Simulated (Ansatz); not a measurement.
# Preparing K3YF6 (P2_1/c) as a host crystal, part 3 of 4

Before any defect goes in: K3YF6 (P2_1/c) at rest, and how it screens a charge.

Ansatz 0.2.0; plane-wave PAW DFT, PBEsol; relaxation of the host's cell and atoms (the session's first sound run).

So far, mean electronic dielectric tensor: step 3 (dielectric tensors of the host) 2.03.

## (6) Defect free supercell relaxed from its symmetric sites

This cell, the one that will hold the defects, is built from the relaxed host. Its coarser k-points can move the atoms a little, so it is relaxed from the symmetric sites, as the reference for the test of stability.

This step: plane-wave PAW DFT, PBEsol; relaxation of the defect-free supercell from its symmetric sites (Ansatz 0.2.0).

pristine.symmetric/input.yaml reads:

```yaml
crystal:
  lattice:
    - [12.564115584, 6.5432494797, -0.0335804592]
    - [-6.282057792, 6.5432494797, 0.0167902296]
    - [-6.0780591127, 0.0, 8.9746593984]
  atoms:
    - { symbol: K, position: [0.1100154858, 0.9430704095, 0.7578940881] }
    - { symbol: K, position: [0.4433488191, 0.6097370762, 0.7578940881] }
    - { symbol: K, position: [0.7766821525, 0.2764037428, 0.7578940881] }
    - { symbol: K, position: [0.0920417777, 0.4610441175, 0.7421059119] }
    - { symbol: K, position: [0.425375111, 0.1277107842, 0.7421059119] }
    - { symbol: K, position: [0.7587084444, 0.7943774508, 0.7421059119] }
    - { symbol: K, position: [0.2233178475, 0.7235962572, 0.2421059119] }
    - { symbol: K, position: [0.5566511809, 0.3902629238, 0.2421059119] }
    - { symbol: K, position: [0.8899845142, 0.0569295905, 0.2421059119] }
    - { symbol: K, position: [0.2412915556, 0.2056225492, 0.2578940881] }
    - { symbol: K, position: [0.574624889, 0.8722892158, 0.2578940881] }
    - { symbol: K, position: [0.9079582223, 0.5389558825, 0.2578940881] }
    - { symbol: K, position: [0.1666666667, 0.8333333333, 0.5] }
    - { symbol: K, position: [0.5, 0.5, 0.5] }
    - { symbol: K, position: [0.8333333333, 0.1666666667, 0.5] }
    - { symbol: K, position: [0.0, 0.5, 0.0] }
    - { symbol: K, position: [0.3333333333, 0.1666666667, 0.0] }
    - { symbol: K, position: [0.6666666667, 0.8333333333, 0.0] }
    - { symbol: "Y", position: [0.1666666667, 0.3333333333, 0.5] }
    - { symbol: "Y", position: [0.5, 0.0, 0.5] }
    - { symbol: "Y", position: [0.8333333333, 0.6666666667, 0.5] }
    - { symbol: "Y", position: [0.0, 0.0, 0.0] }
    - { symbol: "Y", position: [0.3333333333, 0.6666666667, 0.0] }
    - { symbol: "Y", position: [0.6666666667, 0.3333333333, 0.0] }
    - { symbol: F, position: [0.0559939495, 0.0085676698, 0.2235762441] }
    - { symbol: F, position: [0.3893272828, 0.6752343365, 0.2235762441] }
    - { symbol: F, position: [0.7226606162, 0.3419010031, 0.2235762441] }
    - { symbol: F, position: [0.1537137967, 0.4108478227, 0.2764237559] }
    - { symbol: F, position: [0.4870471301, 0.0775144893, 0.2764237559] }
    - { symbol: F, position: [0.8203804634, 0.744181156, 0.2764237559] }
    - { symbol: F, position: [0.2773393838, 0.6580989969, 0.7764237559] }
    - { symbol: F, position: [0.6106727172, 0.3247656635, 0.7764237559] }
    - { symbol: F, position: [0.9440060505, 0.9914323302, 0.7764237559] }
    - { symbol: F, position: [0.1796195366, 0.255818844, 0.7235762441] }
    - { symbol: F, position: [0.5129528699, 0.9224855107, 0.7235762441] }
    - { symbol: F, position: [0.8462862033, 0.5891521773, 0.7235762441] }
    - { symbol: F, position: [0.0056921917, 0.2610628129, 0.9222615499] }
    - { symbol: F, position: [0.339025525, 0.9277294796, 0.9222615499] }
    - { symbol: F, position: [0.6723588584, 0.5943961462, 0.9222615499] }
    - { symbol: F, position: [0.0054778113, 0.7612771933, 0.5777384501] }
    - { symbol: F, position: [0.3388111447, 0.4279438599, 0.5777384501] }
    - { symbol: F, position: [0.672144478, 0.0946105266, 0.5777384501] }
    - { symbol: F, position: [0.3276411416, 0.4056038538, 0.0777384501] }
    - { symbol: F, position: [0.660974475, 0.0722705204, 0.0777384501] }
    - { symbol: F, position: [0.9943078083, 0.7389371871, 0.0777384501] }
    - { symbol: F, position: [0.327855522, 0.9053894734, 0.4222615499] }
    - { symbol: F, position: [0.6611888553, 0.5720561401, 0.4222615499] }
    - { symbol: F, position: [0.9945221887, 0.2387228067, 0.4222615499] }
    - { symbol: F, position: [0.1168030483, 0.5621733829, 0.4498768442] }
    - { symbol: F, position: [0.4501363817, 0.2288400495, 0.4498768442] }
    - { symbol: F, position: [0.783469715, 0.8955067162, 0.4498768442] }
    - { symbol: F, position: [0.1691812392, 0.009795192, 0.0501231558] }
    - { symbol: F, position: [0.5025145725, 0.6764618587, 0.0501231558] }
    - { symbol: F, position: [0.8358479058, 0.3431285254, 0.0501231558] }
    - { symbol: F, position: [0.216530285, 0.1044932838, 0.5501231558] }
    - { symbol: F, position: [0.5498636183, 0.7711599505, 0.5501231558] }
    - { symbol: F, position: [0.8831969517, 0.4378266171, 0.5501231558] }
    - { symbol: F, position: [0.1641520942, 0.6568714746, 0.9498768442] }
    - { symbol: F, position: [0.4974854275, 0.3235381413, 0.9498768442] }
    - { symbol: F, position: [0.8308187608, 0.990204808, 0.9498768442] }
basis:
  ecutwfc: 420
  xc_grid: 2
hamiltonian:
  xc: pbesol
kpoints:
  mp_grid: { grid: [1, 1, 1], shift: [0.25, 0.25, 0.25] }
scf:
  occupations: { method: fermi_dirac, width: 0.01 }
  max_iter: 80
output:
  forces: true
relax:
  f_tol: 0.01
  max_steps: 60
  escape_saddle: false
checkpoint:
  write: "../pristine.symmetric.run"
  compress: false
  write_wavefunctions: false
  write_every: 100000
```

On the command line:

```
$ ansatz run input.yaml --threads 4 --pin off --max-ram 7536MiB --backend cpu --events-out ev --progress --plain --runs-dir out
```

Numbers of over 12 decimals in the logs are rounded to 6 here.

The log of the run:

```text
[...]
Crystal: 60 atoms, lattice volume = 1104.709 Å³
Basis set: ecut = 420 eV, 21597 PW (Γ), exchange–correlation on 192×128×150 points (8 copies of the dense FFT grid, shifted against one another)
Bands: 300, of which v1, the nominal top of the filled ones, is band 240 counted from 1 (239 counted from 0)
Symmetry: 6 space group operations
[...]
k-points: 1
[...]
SCF iter   1: F=—  HF=-78974.442967 eV  |F-HF|=—  |Δ(HF+E_count)|=         —  Δρ=1.08e-2  dr2=8.12e-1  ethr=1.77e-3  ⟨swp⟩=6.0  Hψ=1100  notcnv=0  defer=16
[...]
SCF iter   7: F=-78974.230901 eV  HF=-78974.230901 eV  |F-HF|=3.04e-7  |Δ(HF+E_count)|=   1.13e-6  Δρ=3.50e-6  dr2=1.58e-7  ethr=5.21e-10  ⟨swp⟩=3.0  Hψ=754  notcnv=0
SCF 1 converged in 7 iterations: F = -78974.230901 eV  dr2 = 1.58e-7
[...]
relax step   1: F+E_penalty+E_count = -78974.23090114 eV  Δ(F+E_penalty+E_count) = +0.000e0 eV  max|allowed force component| = 1.925e-3 eV/Å  Δτ_max = 0.0000 Å  (7 SCF iters, dr2 threshold 2.50e-6 eV, accepted)
[...]
SCF iter   2: F=-78974.230901 eV  HF=-78974.230901 eV  |F-HF|=1.42e-7  |Δ(HF+E_count)|=   5.55e-5  Δρ=2.18e-6  dr2=7.29e-8  ethr=2.08e-11  ⟨swp⟩=2.0  Hψ=788  notcnv=0
SCF 2 converged in 2 iterations: F = -78974.230901 eV  dr2 = 7.29e-8
relax step   2: F+E_penalty+E_count = -78974.23090116 eV  Δ(F+E_penalty+E_count) = -2.675e-8 eV  max|allowed force component| = 1.927e-3 eV/Å  Δτ_max = 0.0000 Å  (2 SCF iters, accepted)
SCF converged after 2 iterations
Free energy (F): -78974.230901 eV
[...]
Internal energy: -78974.230901 eV  (E = F + TS)
E sigma→0 (E₀):  -78974.230901 eV
Fermi energy:    4.510900 eV
[...]
--- Forces (eV/Å), atoms counted from 1 ---
  atom   1  K      0.00020833    -0.00095946    -0.00071402
  atom   2  K      0.00020833    -0.00095946    -0.00071402
  atom   3  K      0.00020833    -0.00095946    -0.00071402
  atom   4  K     -0.00034247    -0.00080573     0.00058835
  atom   5  K     -0.00034247    -0.00080573     0.00058835
  atom   6  K     -0.00034247    -0.00080573     0.00058835
  atom   7  K     -0.00020833     0.00095946     0.00071402
  atom   8  K     -0.00020833     0.00095946     0.00071402
  atom   9  K     -0.00020833     0.00095946     0.00071402
  atom  10  K      0.00034247     0.00080573    -0.00058835
  atom  11  K      0.00034247     0.00080573    -0.00058835
  atom  12  K      0.00034247     0.00080573    -0.00058835
  atom  13  K      0.00000000    -0.00000000     0.00000000
  atom  14  K      0.00000000     0.00000000     0.00000000
  atom  15  K      0.00000000     0.00000000     0.00000000
  atom  16  K      0.00000000     0.00000000     0.00000000
  atom  17  K      0.00000000     0.00000000     0.00000000
  atom  18  K      0.00000000    -0.00000000    -0.00000000
  atom  19  Y     -0.00000000    -0.00000000     0.00000000
  atom  20  Y      0.00000000     0.00000000     0.00000000
  atom  21  Y      0.00000000     0.00000000     0.00000000
  atom  22  Y      0.00000000     0.00000000     0.00000000
  atom  23  Y      0.00000000     0.00000000     0.00000000
  atom  24  Y      0.00000000    -0.00000000     0.00000000
  atom  25  F      0.00120379     0.00027562     0.00119927
  atom  26  F      0.00120379     0.00027562     0.00119927
  atom  27  F      0.00120379     0.00027562     0.00119927
  atom  28  F     -0.00102404     0.00022295    -0.00116957
  atom  29  F     -0.00102404     0.00022295    -0.00116957
  atom  30  F     -0.00102404     0.00022295    -0.00116957
  atom  31  F     -0.00120379    -0.00027562    -0.00119927
  atom  32  F     -0.00120379    -0.00027562    -0.00119927
  atom  33  F     -0.00120379    -0.00027562    -0.00119927
  atom  34  F      0.00102404    -0.00022295     0.00116957
  atom  35  F      0.00102404    -0.00022295     0.00116957
  atom  36  F      0.00102404    -0.00022295     0.00116957
  atom  37  F     -0.00042529     0.00093420    -0.00151434
  atom  38  F     -0.00042529     0.00093420    -0.00151434
  atom  39  F     -0.00042529     0.00093420    -0.00151434
  atom  40  F      0.00030901     0.00092156     0.00192696
[...]
atom  49  F     -0.00000025     0.00106600    -0.00028432
  atom  50  F     -0.00000025     0.00106600    -0.00028432
  atom  51  F     -0.00000025     0.00106600    -0.00028432
  atom  52  F     -0.00015298     0.00079724     0.00054327
  atom  53  F     -0.00015298     0.00079724     0.00054327
  atom  54  F     -0.00015298     0.00079724     0.00054327
  atom  55  F      0.00000025    -0.00106600     0.00028432
  atom  56  F      0.00000025    -0.00106600     0.00028432
  atom  57  F      0.00000025    -0.00106600     0.00028432
  atom  58  F      0.00015298    -0.00079724    -0.00054327
  atom  59  F      0.00015298    -0.00079724    -0.00054327
  atom  60  F      0.00015298    -0.00079724    -0.00054327
  max |Σ_I F_I| component: 1.08e-18 eV/Å
--- Relaxed structure (2 steps of the walk, 2 accepted, 0 SCFs on fresh bases) ---
  F+E_penalty+E_count = -78974.23090116 eV   max|allowed force component| = 1.927e-3 eV/Å
  atoms:
    - { symbol: K, position: [0.110015, 0.943070, 0.757894] }
    - { symbol: K, position: [0.443349, 0.609737, 0.757894] }
    - { symbol: K, position: [0.776682, 0.276404, 0.757894] }
    - { symbol: K, position: [0.0920417777, 0.461044, 0.742106] }
    - { symbol: K, position: [0.425375, 0.127711, 0.742106] }
    - { symbol: K, position: [0.758708, 0.794377, 0.742106] }
    - { symbol: K, position: [0.223318, 0.723596, 0.242106] }
    - { symbol: K, position: [0.556651, 0.390263, 0.242106] }
    - { symbol: K, position: [0.889985, 0.056930, 0.242106] }
    - { symbol: K, position: [0.241292, 0.205623, 0.257894] }
    - { symbol: K, position: [0.574625, 0.872289, 0.257894] }
    - { symbol: K, position: [0.907958, 0.538956, 0.257894] }
    - { symbol: K, position: [0.166667, 0.833333, 0.500000] }
    - { symbol: K, position: [0.5, 0.5, 0.500000] }
    - { symbol: K, position: [0.833333, 0.166667, 0.500000] }
    - { symbol: K, position: [8.456776945386935e-18, 0.5, 1.0842021724855044e-19] }
    - { symbol: K, position: [0.333333, 0.166667, -1.0842021724855044e-19] }
    - { symbol: K, position: [0.666667, 0.833333, -1.0842021724855044e-19] }
    - { symbol: Y, position: [0.166667, 0.333333, 0.500000] }
    - { symbol: Y, position: [0.5, 0.0, 0.500000] }
    - { symbol: Y, position: [0.833333, 0.666667, 0.500000] }
    - { symbol: Y, position: [0.0, 0.0, 0.0] }
    - { symbol: Y, position: [0.333333, 0.666667, 0.0] }
    - { symbol: Y, position: [0.666667, 0.333333, -2.168404344971009e-19] }
    - { symbol: F, position: [0.0559939495, 0.008568, 0.223576] }
    - { symbol: F, position: [0.389327, 0.675234, 0.223576] }
    - { symbol: F, position: [0.722661, 0.341901, 0.223576] }
    - { symbol: F, position: [0.153714, 0.410848, 0.276424] }
    - { symbol: F, position: [0.487047, 0.077514, 0.276424] }
    - { symbol: F, position: [0.820380, 0.744181, 0.276424] }
    - { symbol: F, position: [0.277339, 0.658099, 0.776424] }
    - { symbol: F, position: [0.610673, 0.324766, 0.776424] }
    - { symbol: F, position: [0.944006, 0.991432, 0.776424] }
    - { symbol: F, position: [0.1796195366, 0.255819, 0.723576] }
    - { symbol: F, position: [0.512953, 0.922486, 0.723576] }
    - { symbol: F, position: [0.846286, 0.589152, 0.723576] }
    - { symbol: F, position: [0.005692, 0.261063, 0.922262] }
    - { symbol: F, position: [0.339026, 0.927729, 0.922262] }
    - { symbol: F, position: [0.672359, 0.594396, 0.922262] }
    - { symbol: F, position: [0.005478, 0.761277, 0.577738] }
    - { symbol: F, position: [0.338811, 0.427944, 0.577738] }
    - { symbol: F, position: [0.672144, 0.094611, 0.5777384501] }
    - { symbol: F, position: [0.327641, 0.405604, 0.077738] }
    - { symbol: F, position: [0.660974, 0.072271, 0.077738] }
    - { symbol: F, position: [0.994308, 0.7389371871, 0.077738] }
    - { symbol: F, position: [0.327855522, 0.905389, 0.422262] }
    - { symbol: F, position: [0.661189, 0.572056, 0.422262] }
    - { symbol: F, position: [0.994522, 0.238723, 0.422262] }
    - { symbol: F, position: [0.116803, 0.562173, 0.449877] }
    - { symbol: F, position: [0.450136, 0.228840, 0.449877] }
    - { symbol: F, position: [0.783469715, 0.8955067162, 0.449877] }
    - { symbol: F, position: [0.169181, 0.009795, 0.050123] }
    - { symbol: F, position: [0.5025145725, 0.676462, 0.050123] }
    - { symbol: F, position: [0.835848, 0.343129, 0.050123] }
    - { symbol: F, position: [0.216530, 0.1044932838, 0.550123] }
    - { symbol: F, position: [0.549864, 0.771160, 0.550123] }
    - { symbol: F, position: [0.883197, 0.437827, 0.550123] }
    - { symbol: F, position: [0.164152, 0.656871, 0.9498768442] }
    - { symbol: F, position: [0.4974854275, 0.323538, 0.949877] }
    - { symbol: F, position: [0.830819, 0.990205, 0.949877] }
```

It took 7.2 s on 4 threads of Intel Xeon 6975P-C (Granite Rapids), shared host; peak memory 1.9 GiB; 24 s of CPU time.

No atom moved by 0.005 Å in the relaxation.

[end of part 3 of 4]

[Logs are printed without paths, hosts, clocks, repeated set-up lines and the standing remarks that a program may print on its own settings, such as how far it seeks lower states.]

[Hosts, paths, dates, database ids (printed as entryN), source tags and the programs' standing remarks are cut or masked in the printed files.]

[Runs of the host that timed out are not shown.]

[For some hosts the program warned that the k-mesh of the response run may be too coarse for force constants and the static dielectric constant; such warnings are not always shown.]
